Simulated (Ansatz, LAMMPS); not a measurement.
# Glassy Ca3Al2Si3O12 (120 atoms): geometry optimisation

Aim: bring glassy Ca3Al2Si3O12 (120 atoms) to a nearby minimum of the energy and see what moves.

Program: Ansatz 0.2.0. Level of theory: Kohn-Sham DFT, PBE, PAW (set soft_2), plane waves. Results are calculated unless marked as measured.

**Experiments to compare with.** X-ray diffraction RDF of grossular glass by Okuno and Marumo (1993), peak assigned to Ca-O (as quoted in “Computer modeling of natural silicate melts: what can we learn from ab   initio simulations”, 2009, arxiv:0907.2530): nearest Ca–O distance 2.4 Å.

## (1) The starting structure

The cell holds 120 atoms: 12 Al, 18 Ca, 72 O and 18 Si. Its edges and angles: a = 11.667 Å, b = 11.667 Å, c = 11.667 Å, α = 90.0°, β = 90.0°, γ = 90.0°. 120 atoms (12 Al, 18 Ca, 72 O, 18 Si) placed at random at 2.84 g/cm³, melted at 4500 K for 20 ps at fixed volume with the Morse and Coulomb pair potential with partial charges (Pedone, Malavasi, Menziani, Cormack and Segre, J. Phys. Chem. B 110, 11780 (2006)). Quenched from 4500 K to 300 K at 10 K/ps and fixed volume, held 20 ps at zero pressure.

Before any run, some limits are plain. The quench rate of 10 K/ps is orders of magnitude faster than experiment, which tends to freeze in extra defects. The network of bonds at the start is that of the classical potential that made the cell. The Brillouin zone is sampled at Γ only, in a cell whose shortest periodic width is 12 Å.

## (2) Single point at the start

A single point comes first, to see the forces before anything moves.

input.yaml reads:

```yaml
crystal:
  lattice:
    - [11.66705, 0.0, 0.0]
    - [0.0, 11.66705, 0.0]
    - [0.0, 0.0, 11.66705]
  atoms:
    - { symbol: Al, position: [0.1587, 0.84499, 0.67821] }
    - { symbol: Al, position: [0.41317, 0.87024, 0.32129] }
    - { symbol: Al, position: [0.01768, 0.9463, 0.88815] }
    - { symbol: Al, position: [0.609, 0.30006, 0.50296] }
    [... 110 atom lines left out ...]
    - { symbol: Si, position: [0.95657, 0.72262, 0.5445] }
    - { symbol: Si, position: [0.07644, 0.16477, 0.72386] }
    - { symbol: Si, position: [0.35097, 0.01048, 0.11448] }
    - { symbol: Si, position: [0.5818, 0.72743, 0.46621] }
    - { symbol: Si, position: [0.41412, 0.46737, 0.13731] }
    - { symbol: Si, position: [0.71608, 0.73594, 0.25634] }
kpoints:
  mp_grid: { grid: [1, 1, 1] }
hamiltonian:
  xc: pbe
scf:
  occupations: { method: fixed }
output:
  forces: true
  stress: true
  populations: true
  dos:
    method: { smearing: { sigma: 0.15 } }
    de: 0.1
    projected: { site_lists: { Al: [Al], Ca: [Ca], O: [O], Si: [Si] } }
  eigenvalues: true
```

Run with:

```console
ansatz run input.yaml --threads 4 --pin off --max-ram 8192MiB --backend cpu --events-out ev --progress --plain --runs-dir out
```

Elapsed: 33 s, on 4 threads of Arm Neoverse V2, shared host; peak memory 2.3 GiB.

Read from the output:

```yaml
free_energy: -91612.4676 eV
free_energy_per_atom: -763.4372 eV/atom
scf_cycles: 9
pressure: 5.828 GPa
r_m_s_force_component: 1.515 eV/Å
longest_force: 8.457 eV/Å
fermi_energy: 5.528 eV
spacing_of_highest_filled_and_lowest_empty_level: 3.102 eV
spilling_of_the_projection: 0.01329
```

The r.m.s. force component of 1.5 eV/Å and the pressure of 5.8 GPa set the starting point.

Neighbours are counted within 3.08 Å (O-Ca), 2.12 Å (O-Si), 2.33 Å (O-Al).

Length of the force by element and coordination:

```csv
element,coordination,atoms,mean length of the force (eV/Å),spread,least,most
Al,all,12,2.16,0.959,0.678,3.66
Al,4,10,2.14,1.02,0.678,3.66
Al,5,2,2.24,0.562,1.68,2.80
Ca,all,18,1.09,0.481,0.301,1.99
Ca,5,3,1.20,0.570,0.705,1.99
Ca,6,10,1.19,0.423,0.576,1.93
Ca,7,3,0.953,0.485,0.301,1.46
Ca,8,2,0.598,0.0888,0.509,0.687
O,all,72,2.32,1.31,0.225,8.46
O,2,8,1.16,0.535,0.669,2.07
O,3,38,2.32,1.09,0.448,5.69
O,4,26,2.68,1.54,0.225,8.46
Si,all,18,3.12,1.61,0.592,8.28
```

## (3) Cell and atoms relaxed

Cell and atoms are freed together, to release stress as well as forces.

input.yaml, the sections that differ from step 2:

```yaml
output:
  forces: true
relax:
  f_tol: 0.05
  max_steps: 200
  cell: {}
# crystal, kpoints, hamiltonian, scf: as in step 2
```

It took 5.3 min on 4 threads; peak memory 2.1 GiB; 20 min of CPU time.

The steps of the relaxation:

```csv
step,energy less that of the first step (eV),largest force component (eV/Å),pressure (GPa),volume (Å³)
1,0.0000,7.8206,5.83,1588.12
2,-7.1466,4.0607,3.63,1580.81
3,-11.3221,1.7643,1.25,1585.17
4,-12.3599,0.5680,0.42,1589.40
5,-12.2741,0.7158,-0.06,1595.26
6,-12.5920,0.2971,-0.01,1592.13
7,-12.6596,0.2073,-0.01,1591.71
8,-12.6944,0.1267,-0.09,1593.32
9,-12.6435,0.2113,-0.24,1603.77
10,-12.7223,0.0938,0.07,1593.56
11,-12.7303,0.0397,0.00,1594.15
12,-12.7934,0.0396,0.07,1594.15
13,-12.7810,0.1514,0.06,1595.27
14,-12.7901,0.0862,-0.05,1597.27
15,-12.7921,0.0351,0.02,1598.09
16,-12.8065,0.0350,0.02,1598.09
17,-12.8065,0.0400,0.01,1598.65
18,-12.8086,0.0400,0.01,1598.65
```

Relaxation steps 5, 9, 13 were tried and not accepted.

```csv
cell as run,before,after,change
a (Å),11.667,11.916,+2.1 %
b (Å),11.667,11.611,-0.5 %
c (Å),11.667,11.570,-0.8 %
α (°),90.00,91.94,+2.2 %
β (°),90.00,89.65,-0.4 %
γ (°),90.00,92.25,+2.5 %
volume (Å³/atom),13.23,13.32,+0.7 %
```

The atoms that moved most (Å, as changes of fractional coordinates times the final cell):

```csv
atom,dx,dy,dz,length
O46,-0.516,-0.103,0.437,0.684
O88,-0.062,-0.529,0.182,0.563
O87,0.219,0.446,-0.222,0.544
O97,0.129,-0.309,-0.331,0.471
Ca26,-0.227,0.377,-0.066,0.445
Al12,0.158,0.196,0.341,0.424
O92,0.151,0.176,0.328,0.402
O66,0.012,0.009,0.397,0.398
```

The relaxation changed the energy by -107 meV/atom, and atoms moved by 0.24 Å r.m.s., 0.68 Å at most.

## (4) Distances and neighbours after relaxation

Bonds before and after, by the cutoffs listed below:

```csv
pair,bonds before,bonds after,mean before (Å),mean after (Å),spread before (Å),spread after (Å)
O-Ca,107,106,2.522,2.457,0.175,0.168
O-Si,72,72,1.611,1.648,0.058,0.028
O-Al,50,51,1.776,1.801,0.097,0.054
```

Density 2.81 g/cm³, 13.32 Å³ an atom.

g(r), total and by pair (bins of 0.2 Å):

```csv
r (Å),total,O-O,O-Ca,O-Si,O-Al,Ca-Ca,Ca-Si
1.50,0.11,0.00,0.00,0.59,0.00,0.00,0.00
1.70,3.02,0.00,0.00,12.43,6.45,0.00,0.00
1.90,0.62,0.00,0.00,0.00,5.18,0.00,0.00
2.10,0.08,0.00,0.43,0.00,0.00,0.00,0.00
2.30,0.63,0.00,3.53,0.00,0.00,0.00,0.00
2.50,0.91,0.73,3.60,0.00,0.00,0.00,0.00
2.70,1.57,3.88,0.75,0.00,0.19,0.00,0.00
2.90,0.90,1.82,0.48,0.23,0.08,0.00,0.47
3.10,0.95,1.00,0.55,0.31,0.22,0.39,1.85
3.30,0.92,0.90,0.36,0.63,0.73,1.08,2.67
3.50,1.10,0.82,0.76,1.08,0.84,1.94,4.62
3.70,1.03,0.78,0.83,1.35,1.29,1.46,2.59
3.90,0.92,0.63,1.01,1.21,1.36,1.56,1.17
4.10,1.04,0.67,1.17,1.37,1.92,0.72,0.58
4.30,1.19,0.66,1.20,1.88,1.95,1.26,0.83
4.50,0.98,0.87,1.24,1.21,0.92,0.78,0.68
4.70,0.97,1.11,1.33,0.82,0.77,0.55,0.45
4.90,1.04,1.35,1.32,0.72,0.61,0.65,0.49
5.10,1.05,1.14,1.29,0.62,0.74,0.90,1.05
5.30,1.04,1.34,0.89,0.73,0.81,1.11,0.76
5.50,0.89,1.06,0.67,1.00,0.71,0.52,0.46
5.70,0.96,1.05,0.70,0.97,0.93,0.95,0.84
```

Bonds by pair of elements; cutoffs follow the first minimum of g(r), held within bounds set by covalent radii, and pairs that aren't listed don't count as bonded:

```csv
pair A-B,cutoff (Å),bonds,mean length (Å),spread (Å),shortest (Å),B about A,A about B
O-Ca,2.98,106,2.46,0.168,2.11,1.47,5.89
O-Si,2.08,72,1.65,0.028,1.59,1,4
O-Al,2.27,51,1.80,0.054,1.71,0.708,4.25
```

How many atoms have how many bonded neighbours:

```csv
element,mean,2,3,4,5,6,7
Al,4.25,0,0,9,3,0,0
Ca,5.89,0,0,2,3,8,5
O,3.18,11,38,22,1,0,0
Si,4,0,0,18,0,0,0
```

Bond angles, per cent of each kind in bins of 5°:

```csv
angle (°),O-Ca-O,O-Si-O,Ca-O-Si,O-Al-O,Al-O-Ca
55–60,1.9,0.0,0.0,0.0,0.0
60–65,5.2,0.0,0.0,0.0,0.0
65–70,6.4,0.0,0.0,0.0,0.0
70–75,8.2,0.0,0.0,0.0,0.0
75–80,6.4,0.0,2.0,0.0,1.7
80–85,5.2,0.0,1.0,5.9,3.5
85–90,7.9,0.0,3.0,2.4,5.2
90–95,6.4,0.0,6.9,9.5,20.7
95–100,6.0,4.6,11.9,11.9,12.1
100–105,6.4,13.9,5.9,13.1,5.2
105–110,4.1,35.2,5.9,17.9,13.8
110–115,3.8,33.3,5.9,19.0,8.6
115–120,4.1,11.1,16.8,7.1,10.3
120–125,4.5,1.8,10.9,4.8,5.2
125–130,3.0,0.0,7.9,0.0,3.5
130–135,5.2,0.0,7.9,0.0,5.2
135–140,2.6,0.0,5.0,1.2,0.0
140–145,2.2,0.0,2.0,1.2,5.2
145–150,2.2,0.0,4.0,2.4,0.0
150–155,1.5,0.0,0.0,1.2,0.0
155–160,3.8,0.0,1.0,0.0,0.0
160–165,0.4,0.0,1.0,0.0,0.0
165–170,1.5,0.0,0.0,0.0,0.0
170–175,1.1,0.0,0.0,2.4,0.0
175–180,0.0,0.0,1.0,0.0,0.0
```

Bond angles (no mean is given where the spread exceeds 20°):

```csv
angle,count,mean (°),spread (°)
O-Ca-O,267,-,-
O-Si-O,108,109,5
Ca-O-Si,101,116,18.6
O-Al-O,84,108,17.1
Al-O-Ca,58,107,16.2
```

Oxygen atoms by the number of network formers (Si, P, Ge, B, Al, As, Ga) bound to them:

```csv
network formers bound to O,O atoms,per cent
0,0,0
1,21,29.2
2,51,70.8
```

Network units: each former by its oxygen neighbours and how many of them bridge to another former:

```csv
former,O neighbours,bridging O,atoms
Si,4,2,7
Si,4,3,6
Si,4,4,5
Al,4,3,1
Al,4,4,8
Al,5,5,3
```

Bond length by coordination (bonds to H left out):

```csv
element,coordination,atoms,mean bond length (Å)
Al,4,9,1.78
Al,5,3,1.86
Ca,4,2,2.33
Ca,5,3,2.41
Ca,6,8,2.47
Ca,7,5,2.48
O,2,11,1.69
O,3,38,2.00
O,4,22,2.21
O,5,1,2.35
```

Rings of the network by King's shortest-path rule, up to 12 atoms, one path for each pair of neighbours; H, halogens, alkali and alkaline-earth atoms are left out, and the last column divides by all other atoms, bonded or not:

```csv
ring size (atoms),rings,per network atom
4,1,0.01
6,2,0.02
8,1,0.01
10,7,0.069
12,9,0.088
```

First main peaks of g(r), for some of the pairs, lie near 2.7 Å (O-O), 2.4 Å (O-Ca), 1.6 Å (O-Si), 1.8 Å (O-Al), 3.6 Å (Ca-Ca) and 3.5 Å (Ca-Si). Counting bonds as in the table, 75 % of Al atoms have 4, 44 % of Ca atoms have 6, 53 % of O atoms have 3 and all Si atoms have 4 bonded neighbours. 71 % of the oxygens bridge two formers (Si and Al) and 29 % are non-bridging. The commonest Si unit has 4 oxygens, 2 of them shared with other formers (7 of 18 atoms). Rings of 12 atoms are the most common (45 % of those counted); sizes run from 4 to 12, where the search stops.

## (5) Single point at the relaxed geometry

The electronic structure is read at the final geometry, in a run of its own.

input.yaml reads:

```yaml
crystal:
  lattice:
    - [11.91395, -0.23057, 0.03369]
    - [-0.23057, 11.60736, -0.19607]
    - [0.03369, -0.19607, 11.56803]
  atoms:
    - { symbol: Al, position: [0.15568, 0.82613, 0.65984] }
    - { symbol: Al, position: [0.41561, 0.87617, 0.32024] }
    - { symbol: Al, position: [0.01227, 0.94509, 0.89561] }
    - { symbol: Al, position: [0.60062, 0.30202, 0.5024] }
    [... 110 atom lines left out ...]
    - { symbol: Si, position: [0.9638, 0.70686, 0.53838] }
    - { symbol: Si, position: [0.08034, 0.157, 0.73263] }
    - { symbol: Si, position: [0.34413, 0.01006, 0.10756] }
    - { symbol: Si, position: [0.57852, 0.73253, 0.45612] }
    - { symbol: Si, position: [0.41124, 0.46162, 0.14229] }
    - { symbol: Si, position: [0.71807, 0.74276, 0.25093] }
kpoints:
  mp_grid: { grid: [1, 1, 1] }
hamiltonian:
  xc: pbe
scf:
  occupations: { method: fixed }
output:
  forces: true
  stress: true
  populations: true
  dos:
    method: { smearing: { sigma: 0.08 } }
    de: 0.1
    projected: { site_lists: { Al: [Al], Ca: [Ca], O: [O], Si: [Si] } }
  eigenvalues: true
  write_density: true
  write_potential: true
  volumetric_format: npy
```

Elapsed: 32 s, on 4 threads; peak memory 2.3 GiB.

Read from the output:

- free energy: -91625.2762 eV
- free energy per atom: -763.5440 eV/atom
- SCF cycles: 9
- pressure: 0.01147 GPa
- r.m.s. force component: 0.0095 eV/Å
- longest force: 0.04189 eV/Å
- Fermi energy: 4.827 eV
- gap (highest filled to lowest empty level): 3.897 eV
- spilling of the projection: 0.01311

Löwdin charges by element and coordination (they lack the spilled electrons, 0.079 e an atom on average):

```csv
element,coordination,atoms,mean charge (e),spread,least,most
Al,all,12,1.25,0.0367,1.20,1.31
Al,4,9,1.26,0.0329,1.21,1.31
Al,5,3,1.21,0.0036,1.20,1.21
Ca,all,18,1.78,0.0166,1.73,1.81
Ca,4,2,1.79,0.012,1.78,1.80
Ca,5,3,1.77,0.013,1.76,1.79
Ca,6,8,1.77,0.0197,1.73,1.81
Ca,7,5,1.78,0.0102,1.76,1.79
O,all,72,-0.927,0.0741,-1.11,-0.802
O,2,11,-0.856,0.0496,-0.997,-0.802
O,3,38,-0.918,0.0648,-1.11,-0.823
O,4,22,-0.98,0.0631,-1.05,-0.864
O,5,1,-0.923,0,-0.923,-0.923
Si,all,18,1.63,0.0366,1.57,1.70
```

Density of states as counts of states in windows of 1 eV (from the Fermi level), total and the larger projections:

```csv
from (eV),to (eV),total,O p
-10,-9,0.0,0.0
-9,-8,1.1,0.7
-8,-7,14.9,10.0
-7,-6,16.5,11.6
-6,-5,30.1,22.5
-5,-4,50.3,38.9
-4,-3,65.4,54.5
-3,-2,88.0,79.4
-2,-1,96.9,91.2
-1,0,66.2,63.3
0,1,2.6,2.5
1,3,0.0,0.0
3,4,1.9,0.0
4,5,0.1,0.0
```

The curve was stored every 0.100 eV, coarse against its broadening of 0.08 eV, so these counts are rough.

With fixed occupations the program's Fermi level is the highest filled level; weight inside the gap is the broadening of levels at its edges.

Between -26 and -10 eV lie 252 more states.

The stored curve holds about 684 of the 720 electrons; the rest, give or take the few that broadening carries across the Fermi level, lie in deeper levels below its range.

The levels nearest the highest filled one (over half full), pooled over k-points and spins:

```csv
level less the highest filled one (eV),occupation
-0.229,2
-0.173,2
-0.121,2
-0.0483,2
-0.0266,2
0,2
3.90,0
5.11,0
5.18,0
5.31,0
5.35,0
5.42,0
```

Mean Löwdin charges: Al +1.25, Ca +1.78, O -0.93, Si +1.63 e (they miss 1.3 % of the electrons, so they add up to more than the cell's charge).

## (6) Results

* energy change in the relaxation: -106.7 meV/atom
* r.m.s. displacement: 0.237 Å
* largest displacement: 0.684 Å
* free energy per atom: -763.5440 eV/atom
* pressure: 0.01147 GPa
* r.m.s. force component: 0.0095 eV/Å
* gap (highest filled to lowest empty level): 3.897 eV
* wall time of the 3 DFT runs: 6.4 min

**Reading.** Relaxation lowers the energy by 107 meV/atom and moves atoms by 0.24 Å r.m.s.; the r.m.s. force component goes from 1.5 to 0.0095 eV/Å, the pressure goes from 5.8 to 0.011 GPa, and the gap from 3.10 to 3.90 eV. Displacements are taken in the final cell, so they leave out its strain. By the final cutoffs 5 of 229 bonded pairs parted and 5 joined. The cell grew by 0.7 % in volume. First to last step the energy falls by 12.809 eV; the largest move, 0.68 Å, is that of O46. The O-Ca bonds change most in mean length: from 2.522 Å (spread 0.175) to 2.457 Å (spread 0.168), and their number from 107 to 106. Counting bonds as in the table, 75 % of Al atoms have 4, 44 % of Ca atoms have 6, 53 % of O atoms have 3 and all Si atoms have 4 bonded neighbours. 71 % of the oxygens bridge two formers (Si and Al) and 29 % are non-bridging. Filled and empty levels are parted by 3.90 eV (at Γ alone); a semilocal functional tends to put such gaps too low. In a disordered cell it changes from sample to sample, and tail or defect levels can set it.

**Limits.** The starting topology of bonds comes from the classical model; in DFT 5 of its 229 bonded pairs passed out of the cutoffs and 5 came within them.

Calculation beside experiment:

```csv
quantity,measured,this cell,difference,method of the measurement
nearest Ca–O distance,2.4 Å,2.41 Å,+0.4 %,X-ray diffraction
```

The cell differs from the measured distances by up to 0.4 %. Distances of this cell are positions of the first main peak of g(r), or bond means where the peak is narrow; means over all bonds within a cutoff lie farther out for broad shells. The network comes from the model that made the cell; in DFT 5 of its 229 bonded pairs passed out of the cutoffs and 5 came within them.

[Logs are printed without paths, hosts, clocks, repeated set-up lines and the standing remarks that a program may print on its own settings, such as how far it seeks lower states.]

[Hosts, paths, dates, database ids (printed as entryN), source tags and the programs' standing remarks are cut or masked in the printed files.]
